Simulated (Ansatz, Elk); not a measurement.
## Bonding as seen by X-rays: CsMg4Cu2Ag

Structure refinements treat a crystal as free atoms side by side. For a made-up structure of CsMg4Cu2Ag (cell and positions from a PBE relaxation) the runs below show what the calculated density changes in F(hkl).

Main program and level: Elk 11.2.3 (patched build); DFT, PBE, all-electron APW+lo, Dirac cores, scalar-relativistic bands, static density, no spin.

This account leaves out most program logs.

The structure was built from a prototype and need not be the compound's stable phase.

### Step 1. Starting point

The structure is orthorhombic, space group Amm2 (No. 38). Conventional cell: a = 4.464 Å, b = 5.713 Å, c = 18.115 Å, α = 90.00°, β = 90.00°, γ = 90.00°. Cs has 4 Mg at 3.81 to 4.24 Å and 2 Ag at 3.87 Å nearest. Nearest to Ag lie 6 Mg at 2.78 to 2.91 Å and 2 Cu at 2.83 Å and 2 Cs at 3.87 Å. Nearest to Cu lie 2 Cu at 2.59 to 3.12 Å and 5 Mg at 2.71 to 3.20 Å and 1 Ag at 2.83 Å. Nearest to Mg lie 2 Ag at 2.91 Å and 4 Mg at 2.98 Å and 2 Cu at 3.20 Å. Nearest to Mg lie 4 Cu at 2.91 Å and 2 Mg at 2.93 Å and 2 Cs at 3.81 Å. Nearest to Mg lie 6 Cu at 2.71 to 4.05 Å and 2 Ag at 2.78 Å and 5 Mg at 2.82 to 2.98 Å and 1 Cs at 4.24 Å. Farther neighbours are not listed.

Coordinates:

```cif
data_structure
_symmetry_space_group_name_H-M 'Amm2'
_symmetry_Int_Tables_number 38
_cell_length_a 4.4640
_cell_length_b 5.7126
_cell_length_c 18.1147
_cell_angle_alpha 90.000
_cell_angle_beta 90.000
_cell_angle_gamma 90.000
_cell_volume 461.95
loop_
_atom_site_label
_atom_site_type_symbol
_atom_site_symmetry_multiplicity
_atom_site_Wyckoff_symbol
_atom_site_fract_x
_atom_site_fract_y
_atom_site_fract_z
_atom_site_occupancy
Cs1 Cs 2 a 0.00000 0.50000 0.28097 1
Ag1 Ag 2 b 0.50000 0.50000 0.10636 1
Cu1 Cu 4 e 0.50000 0.27344 0.47586 1
Mg1 Mg 2 b 0.50000 0.00000 0.13716 1
Mg2 Mg 2 a 0.00000 0.00000 0.41996 1
Mg3 Mg 4 d 0.00000 0.75276 0.06072 1
```

### Step 2. Ground state and structure factors

An all-electron density is needed, since X-rays see the cores too. Task 0 finds the density and task 195 Fourier-transforms it; tshift is off so that phases refer to the origin typed.

Contents of elk.in:

```
tasks
  0
  195

xctype
  20

spinpol
  .false.

rgkmax
  7.0

gmaxvr
  14.0

lmaxo
  7

lmaxapw
  8

swidth
  0.002

tshift
  .false.

ramdisk
  .false.

hmaxvr
  5.5

maxscl
  120

epspot
  1e-06

sppath
  './'

avec
  8.43581052268 0.00000000000 0.00000000000
  0.00000000000 5.39762311994 17.11587172193
  0.00000000000 -5.39762311994 17.11587172193

atoms
  4
  'Cs.in'
  1
  -0.0000000000 0.7809660678 0.7809660678   0.000000 0.000000 0.000000
  'Ag.in'
  1
  0.5000000000 0.6063572506 0.6063572506   0.000000 0.000000 0.000000
  'Cu.in'
  2
  0.5000000000 0.7492939698 0.2024199279   0.000000 0.000000 0.000000
  0.5000000000 0.2024199279 0.7492939698   0.000000 0.000000 0.000000
  'Mg.in'
  4
  0.5000000000 0.1371627143 0.1371627143   0.000000 0.000000 0.000000
  -0.0000000000 0.4199563944 0.4199563944   0.000000 0.000000 0.000000
  -0.0000000000 0.8134822845 0.3079613906   0.000000 0.000000 0.000000
  -0.0000000000 0.3079613906 0.8134822845   0.000000 0.000000 0.000000

ngridk
  5 4 4
```

The run is started by

```
OMP_NUM_THREADS=4 elk
```

Run time: 2.7 min. Hardware: 4 threads of INTEL XEON PLATINUM 8581C at 2.10GHz (Emerald Rapids), shared host; peak memory 0.44 GiB.

SFACRHO.OUT:

```text

h k l indices transformed by vhmat matrix:
   1.000000000       0.000000000       0.000000000    
   0.000000000       1.000000000       0.000000000    
   0.000000000       0.000000000       1.000000000    

      h      k      l  multipl.   |H|            Re(F)            Im(F)           |F|

      0      0      0      1   0.0000000       208.00000      0.23579024E-15   208.00000    
      0      1      1      1  0.36709701       36.544843       25.108040       44.338913    
      0     -1     -1      1  0.36709701       36.544843      -25.108040       44.338913    
      0      1      0      2  0.61028846      -19.092864      -65.626332       68.347297    
      0     -1      0      2  0.61028846      -19.092864       65.626332       68.347297    
      0      2      2      1  0.73419402       27.385191       32.280257       42.331592    
      0     -2     -2      1  0.73419402       27.385191      -32.280257       42.331592    
      1      0      0      2  0.74482295      -26.279199      0.12056860E-13   26.279199    
      0     -2     -1      2  0.80123182      -11.200455      -14.582785       18.387708    
      0      2      1      2  0.80123182      -11.200455       14.582785       18.387708    
      1     -1     -1      2  0.83037428      -83.950022       48.773917       97.090170    
      1      1      1      2  0.83037428      -83.950022      -48.773917       97.090170    
      1      0      1      4  0.96291912       20.018363      -22.577301       30.173985    
      1      0     -1      4  0.96291912       20.018363       22.577301       30.173985    
     -1     -2     -2      2   1.0458499       34.410606      -55.935215       65.672202    
     -1      2      2      2   1.0458499       34.410606       55.935215       65.672202    
      0      2      3      2   1.0867444       86.639033      -25.870368       90.419013    
      0     -2     -3      2   1.0867444       86.639033       25.870368       90.419013
```

Elk indexes on the primitive cell of elk.in and gives |H| = 4π sin θ/λ in inverse bohr. Below, one row stands for each form hkl of the conventional cell (m members, Friedel mates merged), F is for one primitive cell and the density is static (no thermal factor). Free-atom factors are Waasmaier and Kirfel's, and R is Σm||F|−|F'||/Σm|F|.

```
hkl  m  sin θ/λ (Å⁻¹)  abs F, DFT  neutral atoms   diff.  abs of complex diff.
002  2          0.055      44.339         44.109  +0.230                 0.230
011  4          0.092      68.347         68.226  +0.121                 0.122
004  2          0.110      42.332         42.427  -0.095                 0.146
100  2          0.112      26.279         26.445  -0.166                 0.166
013  4          0.120      18.388         18.294  +0.094                 0.109
102  4          0.125      97.090         97.229  -0.138                 0.139
111  8          0.145      30.174         30.078  +0.096                 0.118
104  4          0.157      65.672         65.766  -0.094                 0.309
015  4          0.163      90.419         90.733  -0.314                 0.318
113  8          0.165      92.630         92.878  -0.248                 0.286
006  2          0.166     111.892        112.244  -0.351                 0.385
020  2          0.175      38.686         38.454  +0.233                 0.233
022  4          0.183      88.732         89.370  -0.638                 0.690
115  8          0.198      14.933         14.752  +0.180                 0.288
106  4          0.200      63.747         64.581  -0.834                 0.930
024  4          0.207      68.196         68.980  -0.784                 0.854
120  4          0.208      32.834         32.939  -0.105                 0.105
017  4          0.212      41.248         41.325  -0.077                 0.182
122  8          0.215      93.319         93.954  -0.636                 0.876
008  2          0.221      28.017         28.676  -0.659                 0.791
200  2          0.224     156.767        157.992  -1.225                 1.225
202  4          0.231      32.598         33.417  -0.819                 0.904
```

### Step 3. The highest occupied states alone

An energy window below the Fermi level keeps the highest occupied states, to see at which angles they scatter; shallow core shells can lie inside it and anion s states outside. No new self-consistency is needed.

Changes to elk.in since step 2:

```diff
@@ -1,3 +1,2 @@
 tasks
-  0
   195
@@ -40,2 +39,5 @@
 
+wsfac
+  -0.443800 0.407440
+
 sppath
```

The run is started by

```
OMP_NUM_THREADS=4 elk
```

Elapsed: 29 s, on 4 threads; peak memory 0.32 GiB; 35 s of CPU time.

States within 15 eV below the Fermi level hold 48.00 electrons; any levels below the window count with the cores. Their amplitudes can exceed the total, where window and core parts have opposite phase:

```
hkl  sin θ/λ (Å⁻¹)  abs F, window  abs F, all
002          0.055         20.402      44.339
011          0.092         10.006      68.347
004          0.110          9.983      42.332
100          0.112         21.560      26.279
013          0.120          5.723      18.388
102          0.125         20.962      97.090
111          0.145          3.808      30.174
104          0.157          9.469      65.672
015          0.163          9.652      90.419
113          0.165         10.217      92.630
```

### Step 4. Another functional

The difference from free atoms is small, so it is set against the change that PBEsol makes.

Changes to elk.in since step 3:

```diff
@@ -1,2 +1,3 @@
 tasks
+  0
   195
@@ -4,3 +5,3 @@
 xctype
-  20
+  22
 
@@ -39,5 +40,2 @@
 
-wsfac
-  -0.443800 0.407440
-
 sppath
```

The run is started by

```
OMP_NUM_THREADS=4 elk
```

Run time: 2.7 min. Hardware: 4 threads; peak memory 0.44 GiB.

Against the first run R = 0.02 %; the largest change is -0.040 at 040.

### Step 5. Basis size

The basis and the expansions that go with it are enlarged, to see whether the differences are converged.

Changes to elk.in since step 4:

```diff
@@ -5,3 +5,3 @@
 xctype
-  22
+  20
 
@@ -11,12 +11,12 @@
 rgkmax
-  7.0
+  8.5
 
 gmaxvr
-  14.0
+  18.0
 
 lmaxo
-  7
+  9
 
 lmaxapw
-  8
+  10
```

The run is started by

```
OMP_NUM_THREADS=4 elk
```

The job ended after 8.4 min (4 threads; peak memory 1 GiB).

Against the first run R = 0.01 %; the largest change is +0.012 at 008.

### Step 6. Settings against the effect

```
                              run  R against the first run (%)  R against neutral atoms, low angle (%)  wall time
                    PBE, rgkmax 7                         0.00                                    0.52    2.7 min
                           PBEsol                         0.02                                    0.53    2.7 min
rgkmax 8.5 with larger expansions                         0.01                                    0.51    8.4 min
```

### Step 7. Summary of results

```yaml
r_against_neutral_atoms_sin_theta_lambda_0p3_a_minus1: 0.52 %
r_against_neutral_atoms_0p3_to_0p48_a_minus1: 0.17 %
```

In words: Independent neutral atoms miss the calculated amplitudes by R = 0.52 % below 0.3 Å⁻¹ and 0.17 % from there to 0.48 Å⁻¹; by shells, 0.26 % below 0.15 Å⁻¹ (7 forms), 0.54 % 0.15 to 0.3 (37 forms), 0.16 % 0.3 to 0.45 (81 forms), 0.19 % above 0.45 (24 forms). Bonding, aspherical density and the tables' own atoms all enter these figures, and the runs don't part them. The largest change of an amplitude is -1.22 electrons, at 200. R counts amplitudes alone; phases shift too. The window's part falls from 48.0 electrons at the origin to at most 5.36 between 0.45 and 0.48 Å⁻¹, where compact states inside the window still scatter. The window holds more than the 42 outer electrons of the free atoms, so shallow core shells lie inside it. Below 0.3 Å⁻¹ the changes that finished (PBEsol and rgkmax 8.5 with larger expansions) move F by R = 0.02 % at most, against the 0.52 % that separates it from free atoms. The k-mesh has no finished test. These runs have no spin, though d or f shells may be open. Part of the difference isn't bonding: the tables are fits to free atoms and ions calculated by other methods than this functional. Thermal motion, anomalous dispersion and extinction are left out.

[Logs are printed without paths, hosts, clocks, repeated set-up lines and the standing remarks that a program may print on its own settings, such as how far it seeks lower states.]

[Hosts, paths, dates, database ids (printed as entryN), source tags and the programs' standing remarks are cut or masked in the printed files.]
